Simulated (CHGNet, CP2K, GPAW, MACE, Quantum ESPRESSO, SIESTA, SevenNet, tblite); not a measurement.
## Running generalised stacking fault on (111) (shuffle set) of a GaAs-GaSb solid solution (48 atoms) with CP2K

How do the settings of CP2K change the result for generalised stacking fault on (111) (shuffle set) of a GaAs-GaSb solid solution (48 atoms)? A plane-wave run serves as the yardstick.

Program: CP2K 2026.2. Level of theory: the method is named at each step. Results are calculated unless marked as measured.

### 1. The structure

The cell holds 48 atoms: 24 Ga, 10 Sb and 14 As. Cell: a = 8.267 Å, b = 7.159 Å, c = 20.540 Å, α = 90.0°, β = 80.3°, γ = 90.0°. It derives from GaAs. Zinc-blende GaAs lattice (a = 5.8453 Å, the value set for the mixture), cell with z along [111], 2 x 1 x 2 periods; the third cell vector is tilted by 0.833 of 1/2[1-10] and lengthened by 0 Å, so the cell holds one fault (shuffle set); displaced by a Gaussian of 0.01 Å; 10 of 24 As sites given to Sb at random (lattice constant by Vegard's rule between GaAs and GaSb). Then every atom was moved at random, 0.03 Å r.m.s. a Cartesian component. The structure's axis is c.

The yardstick, on the same geometry:

- method: Kohn-Sham DFT, PBE, SSSP efficiency 1.3.0 pseudopotentials, plane waves (Quantum ESPRESSO 7.5); sssp-pbe-1.3.0-efficiency, cutoffs 70/560 Ry, Γ point
- r.m.s. force component: 0.7813 eV/Å
- longest force: 3.081 eV/Å
- pressure: 5 GPa
- time: 11 min on 4 MPI ranks of Arm Neoverse V2, shared host
- CPU time: 43 min

### 2. PBE, DZVP-UZH, 800/60 Ry, diagonalisation

Method: Kohn-Sham DFT, PBE, GTH-PBE pseudopotentials, Gaussian and plane waves, DZVP-MOLOPT (UZH set), diagonalisation.

Input file input.inp:

```
&GLOBAL
  PROJECT cell
  RUN_TYPE ENERGY_FORCE
  PRINT_LEVEL LOW
&END GLOBAL
&FORCE_EVAL
  METHOD QS
  STRESS_TENSOR ANALYTICAL
  &DFT
    BASIS_SET_FILE_NAME BASIS_MOLOPT_UZH
    POTENTIAL_FILE_NAME POTENTIAL_UZH
    &MGRID
      CUTOFF 800
      REL_CUTOFF 60
      NGRIDS 5
    &END MGRID
    &QS
      EPS_DEFAULT 1.0E-12
    &END QS
    &SCF
      SCF_GUESS ATOMIC
      EPS_SCF 5.0E-06
      MAX_SCF 200
      ADDED_MOS 33
      &DIAGONALIZATION
        ALGORITHM STANDARD
      &END DIAGONALIZATION
      &SMEAR ON
        METHOD FERMI_DIRAC
        ELECTRONIC_TEMPERATURE [K] 580
      &END SMEAR
      &MIXING
        METHOD BROYDEN_MIXING
        ALPHA 0.15
        NBROYDEN 12
      &END MIXING
      &PRINT
        &RESTART OFF
        &END RESTART
      &END PRINT
    &END SCF
    &XC
      &XC_FUNCTIONAL PBE
      &END XC_FUNCTIONAL
    &END XC
    &PRINT
      &MULLIKEN ON
      &END MULLIKEN
      &HIRSHFELD ON
        SHAPE_FUNCTION DENSITY
      &END HIRSHFELD
      &MO ON
        EIGENVALUES T
        OCCUPATION_NUMBERS T
        MO_INDEX_RANGE 205 228
        &EACH
          QS_SCF 0
        &END EACH
        ADD_LAST NUMERIC
      &END MO
    &END PRINT
  &END DFT
  &SUBSYS
    &CELL
      A 8.26650 0.00000 0.00000
      B 0.00000 7.15900 0.00000
      C 3.44440 0.00000 20.24871
    &END CELL
    &COORD
      SCALED
      Ga 0.35793 0.49985 0.93972
      Sb 0.72155 0.49674 0.06505
      Ga 0.71065 0.82609 0.10555
      As 0.64420 0.83577 0.22876
      Ga 0.85640 0.49411 0.94116
      As 0.22222 0.49773 0.06127
      Ga 0.20394 0.82905 0.10401
      As 0.15572 0.83400 0.22774
      Ga 0.11095 0.00009 0.93825
      As 0.47222 0.99837 0.06345
      Ga 0.46348 0.33888 0.10100
      As 0.40459 0.33549 0.22831
      Ga 0.38441 0.66126 0.26962
      As 0.33427 0.65702 0.39722
      Ga 0.64045 0.16823 0.27077
      Sb 0.58464 0.16696 0.39549
      Ga 0.56615 0.49661 0.43771
      Sb 0.51283 0.49454 0.56345
      Ga 0.50375 0.83062 0.60546
      Sb 0.44011 0.83911 0.73059
      Ga 0.60928 0.99897 0.93814
      Sb 0.96992 0.00177 0.06263
      Ga 0.95441 0.34022 0.10566
      As 0.90728 0.33286 0.22896
      Ga 0.88870 0.66127 0.26765
      Sb 0.84169 0.67536 0.39556
      Ga 0.13222 0.16715 0.27033
      As 0.09573 0.17256 0.39625
      Ga 0.06265 0.50396 0.43708
      As 0.00947 0.49682 0.56462
      Ga 0.99993 0.83264 0.60251
      As 0.94515 0.82743 0.72669
      Ga 0.31411 0.00371 0.43747
      As 0.26579 0.99600 0.56320
      Ga 0.24790 0.33555 0.60567
      As 0.19662 0.32480 0.72828
      Ga 0.18033 0.67092 0.77428
      Sb 0.12608 0.66802 0.89579
      Ga 0.42370 0.16777 0.76980
      Sb 0.37565 0.15834 0.89653
      Ga 0.81357 0.99683 0.43372
      Sb 0.75536 0.00537 0.56259
      Ga 0.74975 0.33665 0.60509
      As 0.69627 0.33861 0.73060
      Ga 0.67623 0.66339 0.77263
      As 0.62404 0.66559 0.89310
      Ga 0.92962 0.16643 0.77347
      Sb 0.87330 0.17476 0.89589
    &END COORD
    &KIND Ga
      BASIS_SET DZVP-MOLOPT-PBE-GTH-q13
      POTENTIAL GTH-PBE-q13
    &END KIND
    &KIND Sb
      BASIS_SET DZVP-MOLOPT-PBE-GTH-q5
      POTENTIAL GTH-PBE-q5
    &END KIND
    &KIND As
      BASIS_SET DZVP-MOLOPT-PBE-GTH-q5
      POTENTIAL GTH-PBE-q5
    &END KIND
  &END SUBSYS
  &PRINT
    &FORCES ON
    &END FORCES
    &STRESS_TENSOR ON
    &END STRESS_TENSOR
  &END PRINT
&END FORCE_EVAL
```

Launch:

```bash
$ OMP_NUM_THREADS=2 cp2k.psmp -i input.inp > output.txt
```

Numbers of over 12 decimals in the logs are rounded to 6 here.

Output:

```text
CP2K| version string:                                       CP2K version 2026.2
 CP2K| Input file name                                                 input.inp
 GLOBAL| Basis set file name                                    BASIS_MOLOPT_UZH
 GLOBAL| Potential file name                                       POTENTIAL_UZH
 GLOBAL| Run type                                                   ENERGY_FORCE
 GLOBAL| Total number of message passing processes                             1
 GLOBAL| Number of threads for this process                                    2
 TOTAL NUMBERS AND MAXIMUM NUMBERS
  Total number of            - Atomic kinds:                                   3
                             - Atoms:                                         48
                             - Shell sets:                                    48
                             - Shells:                                       288
                             - Primitive Cartesian functions:                240
                             - Cartesian basis functions:                   1056
                             - Spherical basis functions:                    912
  Maximum angular momentum of- Orbital basis functions:                        3
                             - Local part of the GTH pseudopotential:          0
                             - Non-local part of the GTH pseudopotential:      4
 SCF PARAMETERS         Density guess:                                    ATOMIC
                        max_scf:                                             200
                        eps_scf:                                        5.00E-06
                        added MOs                                        33    0
                        Mixing method:                            BROYDEN_MIXING
                                                charge density mixing in g-space
                        Smear method:                                FERMI_DIRAC
                        Electronic temperature [K]:                        580.0
                        Electronic temperature [a.u.]:                  1.84E-03
                        Accuracy threshold:                             1.00E-10
 Extrapolation method: initial_guess
 Number of electrons:                                                        432
 Number of occupied orbitals:                                                216
 Number of molecular orbitals:                                               249
 Number of orbital functions:                                                912
 Number of independent orbital functions:                                    912
 SCF WAVEFUNCTION OPTIMIZATION
  Step     Update method      Time    Convergence         Total energy    Change
     1 NoMix/Diag. 0.15E+00    7.0     1.07234169     -1936.8697813617 -1.94E+03
     2 Broy./Diag. 0.15E+00   10.9     0.06985950     -1934.0279789892  2.84E+00
     3 Broy./Diag. 0.15E+00   11.0     0.20273526     -1933.5093088590  5.19E-01
     4 Broy./Diag. 0.15E+00   11.0     0.03912039     -1933.2876125157  2.22E-01
[...]
14 Broy./Diag. 0.15E+00   11.5     0.00002836     -1933.7721907616 -5.38E-04
    15 Broy./Diag. 0.15E+00   11.5     0.00000329     -1933.7723090547 -1.18E-04
  *** SCF run converged in    15 steps ***
  Electronic density on regular grids:       -431.9999999923        0.0000000077
  Core density on regular grids:              431.9999999994       -0.0000000006
  Total charge density on r-space grids:        0.0000000070
  Total charge density g-space grids:           0.0000000070
  Overlap energy of the core charge distribution:               3.65654e-07
  Self energy of the core charge distribution:              -2644.245142
  Core Hamiltonian energy:                                    771.280157
  Hartree energy:                                             220.773531
  Exchange-correlation energy:                               -281.575058
  Electronic entropic energy:                                  -0.00579775
  Fermi energy:                                                 0.162766
  Total energy:                                             -1933.772309
  Total energy (extrapolated to T->0):                      -1933.769410
 MO| EIGENVALUES AND OCCUPATION NUMBERS
 MO|
 MO|  Index      Eigenvalue [a.u.]        Eigenvalue [eV]             Occupation
 MO|    205               0.118620               3.227806               2.000000
 MO|    206               0.120061               3.267018               2.000000
 MO|    207               0.121194               3.297848               2.000000
[...]
MO|    227               0.212764               5.789616               0.000000
 MO|    228               0.213556               5.811156               0.000000
 MO| Sum:                                                             432.000000
 MO| E(Fermi):            0.162766 a.u.          4.429097 eV
 !-----------------------------------------------------------------------------!
                     Mulliken Population Analysis
 #  Atom  Element  Kind  Atomic population                           Net charge
       1     Ga       1         13.052671                             -0.052671
       2     Sb       2          4.646091                              0.353909
       3     Ga       1         13.078157                             -0.078157
[...]
47     Ga       1         12.943648                              0.056352
      48     Sb       2          4.669259                              0.330741
 # Total charge                            432.000000                  0.000000
 !-----------------------------------------------------------------------------!
 !-----------------------------------------------------------------------------!
                           Hirshfeld Charges
  #Atom  Element  Kind  Ref Charge     Population                    Net charge
      1       Ga     1      13.000         12.890                         0.110
      2       Sb     2       5.000          5.033                        -0.033
      3       Ga     1      13.000         12.895                         0.105
[...]
47       Ga     1      13.000         12.874                         0.126
     48       Sb     2       5.000          5.037                        -0.037
  Total Charge                                                           -0.000
 !-----------------------------------------------------------------------------!
 ENERGY| Total FORCE_EVAL ( QS ) energy [hartree]          -1933.772383
 FORCES| Atomic forces [hartree/bohr]
 FORCES|   Atom     x               y               z               |f|
 FORCES|      1  1.05867863E-02 -2.66254043E-03  1.27466138E-02   1.67822921E-02
 FORCES|      2  1.64937396E-02  1.90384412E-02 -2.41025992E-02   3.48631751E-02
 FORCES|      3 -3.06284036E-02  1.12978700E-02  2.19379062E-02   3.93320824E-02
[...]
FORCES|     47 -2.71283538E-03 -1.06171464E-02 -3.58734437E-02   3.75098285E-02
 FORCES|     48  5.20964149E-03 -1.38842718E-02  3.63854703E-03   1.52693285E-02
 FORCES| Sum    -2.23105473E-03  2.92174188E-03 -2.01134227E-03
 FORCES| Total atomic force                                       4.19042701E-03
 STRESS| Analytical stress tensor [bar]
 STRESS|                        x                   y                   z
 STRESS|      x        1.19627084787E+05   2.84313053213E+03   5.14503680052E+03
 STRESS|      y        2.84313053213E+03   2.35168354423E+04  -9.48949761268E+02
 STRESS|      z        5.14503680052E+03  -9.48949761268E+02   3.39028926835E+04
 STRESS| 1/3 Trace                                             5.90156043042E+04
```

It took 3.4 min on 2 threads of Arm Neoverse V2, shared host; peak memory 5.2 GiB.

Banners, paths, timers and routine set-up lines are dropped from the logs unmarked, and long logs keep their key lines alone; longer cuts are marked.

Numbers from this run, and their distance from the reference:

| Item | Value |
| --- | --- |
| r.m.s. force component | 0.7973 eV/Å |
| r.m.s. difference of force components | 26.82 meV/Å |
| longest difference of force vectors | 96.32 meV/Å |
| force difference over r.m.s. force | 3.433 % |
| slope of forces against the reference's | 1.02 |
| correlation of force components | 0.9996 |
| pressure | 5.902 GPa |
| pressure difference | 0.9019 GPa |

Length of the force difference by element (eV/Å):

| element | atoms | mean | most |
| --- | --- | --- | --- |
| As | 14 | 0.015 | 0.027 |
| Ga | 24 | 0.057 | 0.096 |
| Sb | 10 | 0.026 | 0.044 |

The surroundings of Ga11, which bears the longest force, nearest first, numbered as they follow in the input and with coordinates relative to it.

| atom | x | y | z | distance (Å) | bonds | Hirshfeld charge (e) | Fx | Fy | Fz (eV/Å) |
| --- | --- | --- | --- | --- | --- | --- | --- | --- | --- |
| Ga11 | 0.00 | 0.00 | 0.00 | 0.00 | 4 | 0.13 | -2.22 | -1.74 | 1.33 |
| Sb2 | 2.01 | 1.13 | -0.73 | 2.42 | 4 | -0.03 | 0.85 | 0.98 | -1.24 |
| As6 | -2.13 | 1.14 | -0.80 | 2.55 | 4 | -0.17 | 0.75 | 0.57 | -0.30 |
| As10 | -0.06 | -2.44 | -0.76 | 2.55 | 4 | -0.17 | 0.65 | 0.37 | -0.58 |
| As12 | -0.05 | -0.02 | 2.58 | 2.58 | 4 | -0.17 | 0.03 | -0.02 | -0.48 |
| Ga1 | -1.43 | 1.15 | -3.27 | 3.75 | 4 | 0.11 | 0.54 | -0.14 | 0.66 |
| Ga3 | 2.06 | 3.49 | 0.09 | 4.05 | 4 | 0.10 | -1.57 | 0.58 | 1.13 |
| Ga23 | 4.07 | 0.01 | 0.09 | 4.08 | 4 | 0.12 | 1.23 | -0.51 | 1.07 |
| Ga7 | -2.14 | 3.51 | 0.06 | 4.11 | 4 | 0.13 | 0.89 | -0.78 | 0.60 |

Forces lie 3.4 % from the reference's, at 0.14 times its CPU time (on 2 against 4 cores).

### 3. PBE, TZVP-MOLOPT (SR for Ga, Sb, As), 800/60 Ry, diagonalisation

Method: Kohn-Sham DFT, PBE, GTH-PBE pseudopotentials, Gaussian and plane waves, TZVP-MOLOPT-GTH, diagonalisation.

Changes to input.inp since step 2:

```diff
@@ -9,4 +9,5 @@
   &DFT
-    BASIS_SET_FILE_NAME BASIS_MOLOPT_UZH
-    POTENTIAL_FILE_NAME POTENTIAL_UZH
+    BASIS_SET_FILE_NAME BASIS_MOLOPT
+    BASIS_SET_FILE_NAME BASIS_MOLOPT_UCL
+    POTENTIAL_FILE_NAME GTH_POTENTIALS
     &MGRID
@@ -73,3 +74,3 @@
     &KIND Ga
-      BASIS_SET DZVP-MOLOPT-PBE-GTH-q13
+      BASIS_SET TZVP-MOLOPT-SR-GTH-q13
       POTENTIAL GTH-PBE-q13
@@ -77,3 +78,3 @@
     &KIND Sb
-      BASIS_SET DZVP-MOLOPT-PBE-GTH-q5
+      BASIS_SET TZVP-MOLOPT-SR-GTH-q5
       POTENTIAL GTH-PBE-q5
@@ -81,3 +82,3 @@
     &KIND As
-      BASIS_SET DZVP-MOLOPT-PBE-GTH-q5
+      BASIS_SET TZVP-MOLOPT-SR-GTH-q5
       POTENTIAL GTH-PBE-q5
```

Launch:

```bash
$ OMP_NUM_THREADS=1 mpirun -np 4 cp2k.psmp -i input.inp > output.txt
```

Output:

```text
CP2K| version string:                                       CP2K version 2026.2
 CP2K| Input file name                                                 input.inp
 GLOBAL| Basis set file name                                        BASIS_MOLOPT
 GLOBAL| Potential file name                                      GTH_POTENTIALS
 GLOBAL| Run type                                                   ENERGY_FORCE
 GLOBAL| Total number of message passing processes                             4
 GLOBAL| Number of threads for this process                                    1
 TOTAL NUMBERS AND MAXIMUM NUMBERS
  Total number of            - Atomic kinds:                                   3
                             - Atoms:                                         48
[... lines left out ...]
                        Smear method:                                FERMI_DIRAC
[... lines left out ...]
 Number of electrons:                                                        432
[... lines left out ...]
  Step     Update method      Time    Convergence         Total energy    Change
[... lines left out ...]
  *** SCF run converged in    15 steps ***
[... lines left out ...]
  Fermi energy:                                                 0.161864
  Total energy:                                             -1933.624029
  Total energy (extrapolated to T->0):                      -1933.621122
[... lines left out ...]
 MO| E(Fermi):            0.161864 a.u.          4.404537 eV
[... lines left out ...]
 !-----------------------------------------------------------------------------!
 !-----------------------------------------------------------------------------!
                           Hirshfeld Charges
  #Atom  Element  Kind  Ref Charge     Population                    Net charge
      1       Ga     1      13.000         12.889                         0.111
      2       Sb     2       5.000          5.037                        -0.037
      3       Ga     1      13.000         12.894                         0.106
[...]
47       Ga     1      13.000         12.873                         0.127
     48       Sb     2       5.000          5.040                        -0.040
  Total Charge                                                           -0.000
 !-----------------------------------------------------------------------------!
 ENERGY| Total FORCE_EVAL ( QS ) energy [hartree]          -1933.624157
 FORCES| Atomic forces [hartree/bohr]
 FORCES|   Atom     x               y               z               |f|
 FORCES|      1  1.05836698E-02 -2.68039936E-03  1.27538260E-02   1.67886475E-02
 FORCES|      2  1.65962839E-02  1.88202558E-02 -2.41719982E-02   3.48414145E-02
 FORCES|      3 -3.05630702E-02  1.13153514E-02  2.18843897E-02   3.92564001E-02
[...]
FORCES|     47 -2.69637685E-03 -1.06575277E-02 -3.57009946E-02   3.73552454E-02
 FORCES|     48  5.27022294E-03 -1.37446679E-02  3.72413515E-03   1.51842132E-02
 FORCES| Sum    -2.30650246E-03  3.16451688E-03 -2.04877371E-03
 FORCES| Total atomic force                                       4.41945634E-03
 STRESS| Analytical stress tensor [bar]
 STRESS|                        x                   y                   z
 STRESS|      x        1.18530887133E+05   2.83873485375E+03   5.17382519784E+03
 STRESS|      y        2.83873485375E+03   2.25490643303E+04  -1.01367310005E+03
 STRESS|      z        5.17382519784E+03  -1.01367310005E+03   3.29582273260E+04
 STRESS| 1/3 Trace                                             5.80127262631E+04
```

Wall time 94 s (4 MPI ranks); peak memory 7.4 GiB; 6.3 min of CPU time.

Numbers from this run, and their distance from the reference:

| Item | Value |
| --- | --- |
| r.m.s. force component | 0.7954 eV/Å |
| r.m.s. difference of force components | 25.66 meV/Å |
| longest difference of force vectors | 94.88 meV/Å |
| force difference over r.m.s. force | 3.284 % |
| slope of forces against the reference's | 1.018 |
| correlation of force components | 0.9996 |
| pressure | 5.801 GPa |
| pressure difference | 0.8016 GPa |

Against the first run (3.4 %), the force difference from the reference is 3.3 %, at 1.0 times the CPU time (on 4 against 2 cores), with 1224 basis functions against 912; this set comes with other potentials too, so the change isn't the basis's alone.

The difference per atom is largest on Ga (0.056 eV/Å on average, against 0.018 on Sb).

(Continued in part 2 of 2.)

[Also dropped from logs without a mark: logging warnings of Python, and SIESTA's first energy breakdown and zero terms.]

[Logs are printed without paths, hosts, clocks, repeated set-up lines and the standing remarks that a program may print on its own settings, such as how far it seeks lower states.]

[Hosts, paths, dates, database ids (printed as entryN), source tags and the programs' standing remarks are cut or masked in the printed files.]
